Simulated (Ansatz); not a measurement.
# NaSrH3 (model cell, started as cubic perovskite with Sr in the octahedra): phonons and vibrational spectra

How does NaSrH3 (model cell, started as cubic perovskite with Sr in the octahedra) vibrate, and is this structure a minimum?

Calculated with Ansatz 0.2.0; DFT PBEsol, scalar-relativistic, plane waves, PAW; PAW set soft_1.

This is a report of a sequence of runs, with most program output left out.

The structure was built from a prototype and need not be the compound's stable phase.

## 1. The structure

It takes space group Pm-3m (No. 221, cubic). The conventional cell has a = 4.959 Å, b = 4.959 Å, c = 4.959 Å, α = 90.00°, β = 90.00°, γ = 90.00°. Na has 12 H at 3.51 Å nearest. Nearest to Sr lie 6 H at 2.48 Å. Nearest to H lie 2 Sr at 2.48 Å. Farther neighbours are not listed.

## 2. Relaxation

The cell and atoms are relaxed, since residual forces and stress would shift the frequencies.

input.yaml

```yaml
crystal:
  lattice:
    - [4.9588, 0.0, 0.0]
    - [0.0, 4.9588, 0.0]
    - [0.0, 0.0, 4.9588]
  atoms:
    - { symbol: Na, position: [0.0, 0.0, 0.0] }
    - { symbol: Sr, position: [0.5, 0.5, 0.5] }
    - { symbol: H, position: [0.5, 0.5, 0.0] }
    - { symbol: H, position: [0.5, 0.0, 0.5] }
    - { symbol: H, position: [0.0, 0.5, 0.5] }
kpoints:
  mp_grid: { grid: [6, 6, 6] }
hamiltonian:
  xc: pbesol
  pseudopotentials: { kind: paw, azcp: { folder: soft_1 }, xc_functional: pbe }
scf:
  occupations: { method: gaussian, width: 0.02 }
output:
  forces: true
  stress: true
  eigenvalues: true
relax:
  adjacent_minimum: "off"
  f_tol: 0.005
  max_steps: 80
  cell: { stress_tol: 0.05 }
```

Launch:

```
$ ansatz run input.yaml --threads 4 --pin off --max-ram 16384MiB --backend cpu --events-out ev --progress --plain --runs-dir out
```

It took 3.2 s on 4 threads of Arm Neoverse V2, shared host; peak memory 0.38 GiB; 11 s of CPU time.

Step by step:

| step | energy less that of the first step (eV) | largest force component (eV/Å) | pressure (GPa) | volume (Å³) |
| --- | --- | --- | --- | --- |
| 1 | 0.0000 | 0.0000 | -3.03 | 121.94 |
| 2 | -0.2111 | 0.0000 | -1.34 | 107.32 |
| 3 | -0.2416 | 0.0000 | 0.50 | 97.99 |
| 4 | -0.2444 | 0.0000 | -0.01 | 100.22 |
| 5* | -0.2415 | 0.0000 | -0.04 | 100.22 |

Relaxation steps marked * repeat the geometry before them on a plane-wave basis chosen anew for their cell, so energy and pressure can jump there.

The run keeps the 48 symmetry operations that it works with, so distortions that break them were not tested.

| conventional cell, symmetrised | before | after | change |
| --- | --- | --- | --- |
| a (Å) | 4.959 | 4.645 | -6.3 % |
| b (Å) | 4.959 | 4.645 | -6.3 % |
| c (Å) | 4.959 | 4.645 | -6.3 % |
| volume (Å³/atom) | 24.39 | 20.04 | -17.8 % |

The relaxed structure:

```
Na Sr H
1.0
     4.64492    0.00000    0.00000
     0.00000    4.64492    0.00000
     0.00000    0.00000    4.64492
Na Sr H
1 1 3
Direct
  0.00000 0.00000 0.00000
  0.50000 0.50000 0.50000
  0.50000 0.50000 0.00000
  0.50000 0.00000 0.50000
  0.00000 0.50000 0.50000
```

This step gave:

```yaml
pressure: -0.04153 GPa
gap_on_the_k_mesh: 1.812 eV
volume_per_atom: 20.04 Å³
direct_gap_on_mesh: 2.150 eV
```

In this step the volume went from 24.39 to 20.04 Å³/atom.

## 3. Relaxation

The relaxation is repeated from its end on the same settings, as a check that it has come to rest.

Edit input.yaml of step 2 so:

```diff
@@ -2,5 +2,5 @@
   lattice:
-    - [4.9588, 0.0, 0.0]
-    - [0.0, 4.9588, 0.0]
-    - [0.0, 0.0, 4.9588]
+    - [4.6449235169, 0.0, 0.0]
+    - [0.0, 4.6449235169, 0.0]
+    - [0.0, 0.0, 4.6449235169]
   atoms:
```

Wall time 1.2 s (4 threads); peak memory 0.35 GiB; 4 s of CPU time.

Little changed from the start: no atom moved by 0.005 Å and no cell edge by 0.1 %.

In this step the volume went from 20.04 to 20.04 Å³/atom.

## 4. Relaxing to small forces for the phonons

Phonons need a cell at rest on their own settings, so the relaxation is repeated with tight tolerances on forces and stress, using the mesh and the filling of the phonon run that follows.

input.yaml, the sections that differ from step 3:

```yaml
kpoints:
  mp_grid: { grid: [8, 8, 8] }
scf:
  occupations: { method: fixed }
relax:
  adjacent_minimum: "off"
  f_tol: 0.001
  max_steps: 60
  cell: { stress_tol: 0.01 }
# crystal, hamiltonian, output: as in step 3
```

It took 2.4 s on 4 threads; peak memory 0.39 GiB; 8.8 s of CPU time.

Little changed from the start: no atom moved by 0.005 Å and no cell edge by 0.1 %.

Numbers from this step:

* pressure: -0.006248 GPa
* gap on the k-mesh: 1.810 eV
* volume per atom: 20.01 Å³
* direct gap on mesh: 2.148 eV

The forces vanish by symmetry and the pressure is -0.006 GPa, within the tolerances set. The cell now holds 20.01 Å³/atom.

## 5. Linear response at the zone centre

The zone centre comes first: it holds the modes that light can see, as far as symmetry allows. The response to a homogeneous field gives the Born charges and the dielectric tensor.

input.yaml, the sections that differ from step 4:

```yaml
crystal:
  lattice:
    - [4.6424375156, 0.0, 0.0]
    - [0.0, 4.6424375156, 0.0]
    - [0.0, 0.0, 4.6424375156]
  atoms:
    - { symbol: Na, position: [0.0, 0.0, 0.0] }
    - { symbol: Sr, position: [0.5, 0.5, 0.5] }
    - { symbol: H, position: [0.5, 0.5, 0.0] }
    - { symbol: H, position: [0.5, 0.0, 0.5] }
    - { symbol: H, position: [0.0, 0.5, 0.5] }
output:
  eigenvalues: true
phonons:
  method: dfpt
  dielectric: true
  rigid_motions: translations
# kpoints, hamiltonian, scf: as in step 4
# relax: removed
```

Elapsed: 29 s, on 4 threads; peak memory 1.1 GiB; 1.9 min of CPU time.

This step gave:

```
sum-rule residual before enforcement                    : 1.62e-4 eV/Å²
miss of the charge sum rule                             : 0.001767 e
estimated error of the dielectric tensor                : 0.008716
estimated error of the Born charges                     : 0.01141 e
point group                                             : m-3m
highest optical mode at the zone centre (no LO-TO term) : 1233 cm⁻¹
lowest optical zone-centre mode                         : -346.4 cm⁻¹
mean high-frequency dielectric constant                 : 3.555
largest Born charge (third of the trace)                : 1.635 e
top of the zone-centre spectrum with the field          : 1296 cm⁻¹
```

Without the LO-TO term. Patterns of degenerate modes are one choice out of their space. The modes at Γ (shares of kinetic energy by element, %) (negative means imaginary):

| mode | frequency (cm⁻¹) | symmetry | Na % | Sr % | H % |
| --- | --- | --- | --- | --- | --- |
| 1 | -346.4 | T2u | 0 | 0 | 100 |
| 2 | -346.4 | T2u | 0 | 0 | 100 |
| 3 | -346.4 | T2u | 0 | 0 | 100 |
| 4 | -277.5 | T1u | 27 | 2 | 71 |
| 5 | -277.5 | T1u | 27 | 2 | 71 |
| 6 | -277.5 | T1u | 27 | 2 | 71 |
| 7 | 0.0 | acoustic | 20 | 77 | 3 |
| 8 | 0.0 | acoustic | 20 | 77 | 3 |
| 9 | 0.0 | acoustic | 20 | 77 | 3 |
| 10 | 187.0 | T1u | 52 | 20 | 28 |
| 11 | 187.0 | T1u | 52 | 20 | 28 |
| 12 | 187.0 | T1u | 52 | 20 | 28 |
| 13 | 1232.8 | T1u | 0 | 1 | 99 |
| 14 | 1232.8 | T1u | 0 | 1 | 99 |
| 15 | 1232.8 | T1u | 0 | 1 | 99 |

Displacements in mode 2 (-346.4 cm⁻¹), the largest set to 1:
```
Na1  0.00  0.00  0.00
Sr2  0.00  0.00  0.00
H3   0.00 -0.35  0.00
H4   0.00  0.00  1.00
H5   0.00  0.35 -1.00
```

Displacements in mode 4 (-277.5 cm⁻¹), the largest set to 1:
```
Na1  0.00 -0.03 -0.18
Sr2  0.00  0.00  0.02
H3   0.00  0.18  0.08
H4   0.00  0.01  1.00
H5   0.00  0.18  1.00
```

Optical modes at the zone centre, without and with the macroscopic field of the longitudinal modes; each column is sorted by frequency, so a row need not hold one and the same mode. Modes with and without the field, by row:

| rank among optical modes | no field (cm⁻¹) | q along (1, 0, 0) (cm⁻¹) |
| --- | --- | --- |
| 1 | -346.4 | -346.4 |
| 2 | -346.4 | -346.4 |
| 3 | -346.4 | -346.4 |
| 4 | -277.5 | -277.5 |
| 5 | -277.5 | -277.5 |
| 6 | -277.5 | 89.8 |
| 7 | 187 | 187 |
| 8 | 187 | 187 |
| 9 | 187 | 454.9 |
| 10 | 1233 | 1233 |
| 11 | 1233 | 1233 |
| 12 | 1233 | 1296 |

Born charge (rows field, columns displacement) (e), principal values of the symmetric part by kind of site:

| atom | atoms with these values | low | middle | high | mean |
| --- | --- | --- | --- | --- | --- |
| Na1 | 1 | 1.33 | 1.33 | 1.33 | 1.33 |
| Sr2 | 1 | 1.64 | 1.64 | 1.64 | 1.64 |
| H3 | 3 | -1.03 | -0.96 | -0.96 | -0.99 |

In full for H3:

```
-0.96  0.00  0.00
 0.00 -0.96  0.00
 0.00  0.00 -1.03
```

High-frequency dielectric tensor:

```
3.56 0.00 0.00
0.00 3.56 0.00
0.00 0.00 3.56
```

Transverse modes; imaginary modes are left out. Infrared lines, with heights relative to the strongest:

| position (cm⁻¹) | label | relative intensity |
| --- | --- | --- |
| 187 | T1u | 34 |
| 1233 | T1u | 100 |

Before it was imposed, the acoustic sum rule was missed by 1.6e-4 eV/Å² and the charge sum rule by 0.0018 e. Small misses are needed for a sound result but don't prove that mesh and cutoff are converged. The lowest optical mode is imaginary, 346.4i cm⁻¹, so the energy falls along it.

## 6. The dispersion

Stability and thermal properties need the whole zone. Linear response on a 4×4×4 q mesh gives force constants as far as a supercell of that size would, and the tensors from the zone-centre run are typed in so that the long-range dipole term is interpolated apart.

input.yaml, the sections that differ from step 5:

```yaml
phonons:
  method: dfpt
  qmesh: [4, 4, 4]
  temperatures: { t_max: 1000, t_step: 50 }
  qpath:
    path:
      - [[0.0, 0.0, 0.0], [0.0, 0.5, 0.0], [0.5, 0.5, 0.0], [0.0, 0.0, 0.0], [0.5, 0.5, 0.5], [0.0, 0.5, 0.0]]
      - [[0.5, 0.5, 0.5], [0.5, 0.5, 0.0]]
    npoints: 10
  non_analytic_term:
    high_frequency_dielectric_tensor: [[3.5554, 0.0, 0.0], [0.0, 3.5554, 0.0], [0.0, 0.0, 3.5554]]
    born_effective_charges:
      - { species: Na, tensor: [[1.3275, 0.0, 0.0], [0.0, 1.3275, 0.0], [0.0, 0.0, 1.3275]] }
      - { species: Sr, tensor: [[1.6354, 0.0, 0.0], [0.0, 1.6354, 0.0], [0.0, 0.0, 1.6354]] }
      - { species: H, tensor: [[-0.9645, 0.0, 0.0], [0.0, -0.9645, 0.0], [0.0, 0.0, -1.0338]] }
      - { species: H, tensor: [[-0.9645, 0.0, 0.0], [0.0, -1.0338, 0.0], [0.0, 0.0, -0.9645]] }
      - { species: H, tensor: [[-1.0338, 0.0, 0.0], [0.0, -0.9645, 0.0], [0.0, 0.0, -0.9645]] }
    source: "zone-centre run at this cell"
# crystal, kpoints, hamiltonian, scf, output: as in step 5
```

Run time: 5.3 min. Hardware: 4 threads; peak memory 1.7 GiB.

This step gave:

| Quantity | Value |
| --- | --- |
| sum-rule residual before enforcement | 9.55e-5 eV/Å² |
| lowest frequency on the path | -493.5 cm⁻¹ |
| highest frequency on the path or at a solved wavevector | 1354 cm⁻¹ |
| lowest mode on the q mesh (acoustic modes at Γ apart) | -493.6 cm⁻¹ |

Frequencies (cm⁻¹) solved at each irreducible wavevector; negative means imaginary. Frequencies by wavevector, by row:

| q in reciprocal lattice units | star | mode 1 | mode 2 | mode 3 | mode 4 | mode 13 | mode 14 | mode 15 |
| --- | --- | --- | --- | --- | --- | --- | --- | --- |
| 0 0 0 | 1 | -346.4 | -346.4 | -346.4 | -277.5 | 1233 | 1233 | 1233 |
| 0 0 0.25 | 6 | -320.9 | -320.9 | -276.9 | -251.2 | 1232 | 1232 | 1309 |
| 0 0 -0.5 | 3 | -312.5 | -312.5 | -208.2 | -208.2 | 1232 | 1232 | 1323 |
| 0 0.25 0.25 | 12 | -401.5 | -267.3 | -239.1 | -234.1 | 1232 | 1246 | 1317 |
| 0 0.25 -0.5 | 12 | -422.4 | -244.2 | -232.3 | -191.6 | 1232 | 1249 | 1329 |
| 0 -0.5 -0.5 | 3 | -487.3 | -204 | -204 | -159 | 1231 | 1259 | 1339 |
| 0.25 0.25 0.25 | 8 | -423 | -381.7 | -381.7 | -134 | 1245 | 1245 | 1324 |
| 0.25 0.25 -0.5 | 12 | -440.4 | -398.4 | -398.3 | -140.9 | 1244 | 1251 | 1335 |
| 0.25 -0.5 -0.5 | 6 | -490.4 | -423 | -423 | -132.6 | 1247 | 1259 | 1345 |
| -0.5 -0.5 -0.5 | 1 | -493.6 | -493.6 | -493.6 | -129.4 | 1258 | 1258 | 1354 |

Interpolated from a 4×4×4 q mesh, with the LO-TO term (at Γ the limit along the path; where Γ stands inside the path, tables give the limit on arrival). Phonon branches along the path, in cm⁻¹:

| point | branch 1 | branch 2 | branch 3 | branch 4 | branch 12 | branch 13 | branch 14 | branch 15 |
| --- | --- | --- | --- | --- | --- | --- | --- | --- |
| Γ | -346 | -346 | -346 | -278 | 455 | 1233 | 1233 | 1296 |
| halfway | -321 | -321 | -277 | -251 | 473 | 1232 | 1232 | 1309 |
| X | -312 | -312 | -208 | -208 | 491 | 1232 | 1232 | 1323 |
| halfway | -422 | -244 | -232 | -192 | 508 | 1232 | 1249 | 1329 |
| M | -487 | -204 | -204 | -159 | 526 | 1231 | 1259 | 1339 |
| halfway | -402 | -267 | -239 | -234 | 490 | 1232 | 1246 | 1317 |
| Γ | -346 | -346 | -346 | -278 | 455 | 1233 | 1233 | 1296 |
| halfway | -423 | -382 | -382 | -134 | 494 | 1245 | 1245 | 1324 |
| R | -494 | -494 | -494 | -129 | 515 | 1258 | 1258 | 1354 |
| halfway | -440 | -398 | -398 | -141 | 508 | 1244 | 1251 | 1335 |
| X | -312 | -312 | -208 | -208 | 491 | 1232 | 1232 | 1323 |
| jump to R | -494 | -494 | -494 | -129 | 515 | 1258 | 1258 | 1354 |
| halfway | -490 | -423 | -423 | -133 | 520 | 1247 | 1259 | 1345 |
| M | -487 | -204 | -204 | -159 | 526 | 1231 | 1259 | 1339 |

The phonon density of states has structure finer than the step of the table below, so its rows give means over 100 cm⁻¹, whole bins alone (the curve runs from -490 to 1350 cm⁻¹). Peaks (cm⁻¹: height): -310.0: 0.0184, -130.0: 0.0353, 90.0: 0.0392, 130.0: 0.0410, 510.0: 0.0270, 1250.0: 0.0533, 1330.0: 0.0308.

Tetrahedra on a 16×16×16 mesh, mean over bins of 20 cm-1. Interpolated from a 4×4×4 q mesh. Phonon density of states against wavenumber; means over each step:

wavenumber (cm⁻¹), phonon density of states (1/cm⁻¹/cell) and a bar:
```
     -400     0.0109 ###########
     -300     0.0144 ##############
     -200     0.0115 ###########
     -100     0.0117 ###########
        0     0.0051 #####
      100     0.0310 ##############################
      200     0.0076 #######
      300     0.0069 #######
      400     0.0052 #####
      500     0.0118 ###########
      600     0.0000 
      700     0.0000 
      800     0.0000 
      900     0.0000 
     1000     0.0000 
     1100     0.0000 
     1200     0.0147 ##############
     1300     0.0147 ##############
```

The partial phonon density of states has structure finer than the step of the table below, so its rows give means over 100 cm⁻¹, whole bins alone (the curve runs from -502 to 1403 cm⁻¹). Peaks (cm⁻¹: height): H -345.8: 0.0151, 504.8: 0.0213, 1247.5: 0.0459, 1331.4: 0.0217; Na -130.2: 0.0232, 85.5: 0.00683; Sr 121.4: 0.0294.

Phonopy on the run's constants, 13x13x13 mesh, Gaussian sigma 13.6 cm-1. Interpolated from a 4×4×4 q mesh. Table of partial phonon density of states by wavenumber; means over each step; values in 1/cm⁻¹/cell:

| wavenumber (cm⁻¹) | H | Na | Sr |
| --- | --- | --- | --- |
| -400 | 0.0108 | 9.8e-5 | 2.5e-5 |
| -300 | 0.0130 | 0.00112 | 1.3e-4 |
| -200 | 0.00595 | 0.00566 | 1.0e-4 |
| -100 | 0.00145 | 0.00995 | 6.8e-5 |
| 0 | 1.7e-4 | 0.00265 | 0.00219 |
| 100 | 0.00134 | 0.00520 | 0.0239 |
| 200 | 0.00244 | 0.00285 | 0.00277 |
| 300 | 0.00479 | 0.00162 | 3.9e-4 |
| 400 | 0.00465 | 6.0e-4 | 8.5e-5 |
| 500 | 0.0113 | 2.4e-4 | 1.6e-4 |
| 600 | 5.0e-5 | 4.0e-7 | 1.4e-7 |
| 700 | 0 | 0 | 0 |
| 800 | 0 | 0 | 0 |
| 900 | 0 | 0 | 0 |
| 1000 | 0 | 0 | 0 |
| 1100 | 0 | 0 | 0 |
| 1200 | 0.0132 | 0 | 8.6e-5 |
| 1300 | 0.0155 | 1.2e-6 | 5.3e-5 |

Symmetry leaves 10 wavevectors to solve. The lowest mode among them, the acoustic zeros apart, lies at q = (-0.5, -0.5, -0.5) and is imaginary, 493.6i cm⁻¹, so the energy falls along it.

## 7. Summary of results

```
space group after relaxation (within 0.01 Å)            : Pm-3m
volume per atom                                         : 20.0 Å³
gap on the k-mesh                                       : 1.81 eV
highest optical mode at the zone centre (no LO-TO term) : 1233 cm⁻¹
top of the zone-centre spectrum with the field          : 1296 cm⁻¹
lowest optical zone-centre mode                         : -346 cm⁻¹
mean high-frequency dielectric constant                 : 3.56
largest Born charge (third of the trace)                : 1.64 e
lowest mode on the q mesh (acoustic modes at Γ apart)   : -494 cm⁻¹
highest frequency on the path or at a solved wavevector : 1354 cm⁻¹
imaginary modes on the 4×4×4 q mesh                     : yes
```

What this shows: Modes are clearly imaginary (beyond 10i cm⁻¹) at 10 of the 10 irreducible wavevectors, most at q = (-0.5, -0.5, -0.5) (493.6i cm⁻¹), so this structure is not a minimum of the energy. Without the field, the optical modes at Γ span -346 to 1233 cm⁻¹ (negative means imaginary). The highest mode in this list at Γ, 1232.8 cm⁻¹, is mostly motion of H (99 % of the kinetic energy). With the macroscopic field of the longitudinal modes the top of the zone-centre spectrum lies at 1296 cm⁻¹, against 1233 cm⁻¹ without it. Among the real modes, the strongest infrared line is at 1233 cm⁻¹. The PAW files were made for PBE and serve the other functionals too. The starting cell was built on a prototype and not taken from a measurement, so the phase need not exist. These are harmonic frequencies at zero temperature: anharmonic shifts, linewidths and thermal expansion are left out.

[Logs are printed without paths, hosts, clocks, repeated set-up lines and the standing remarks that a program may print on its own settings, such as how far it seeks lower states.]

[Hosts, paths, dates, database ids (printed as entryN), source tags and the programs' standing remarks are cut or masked in the printed files.]
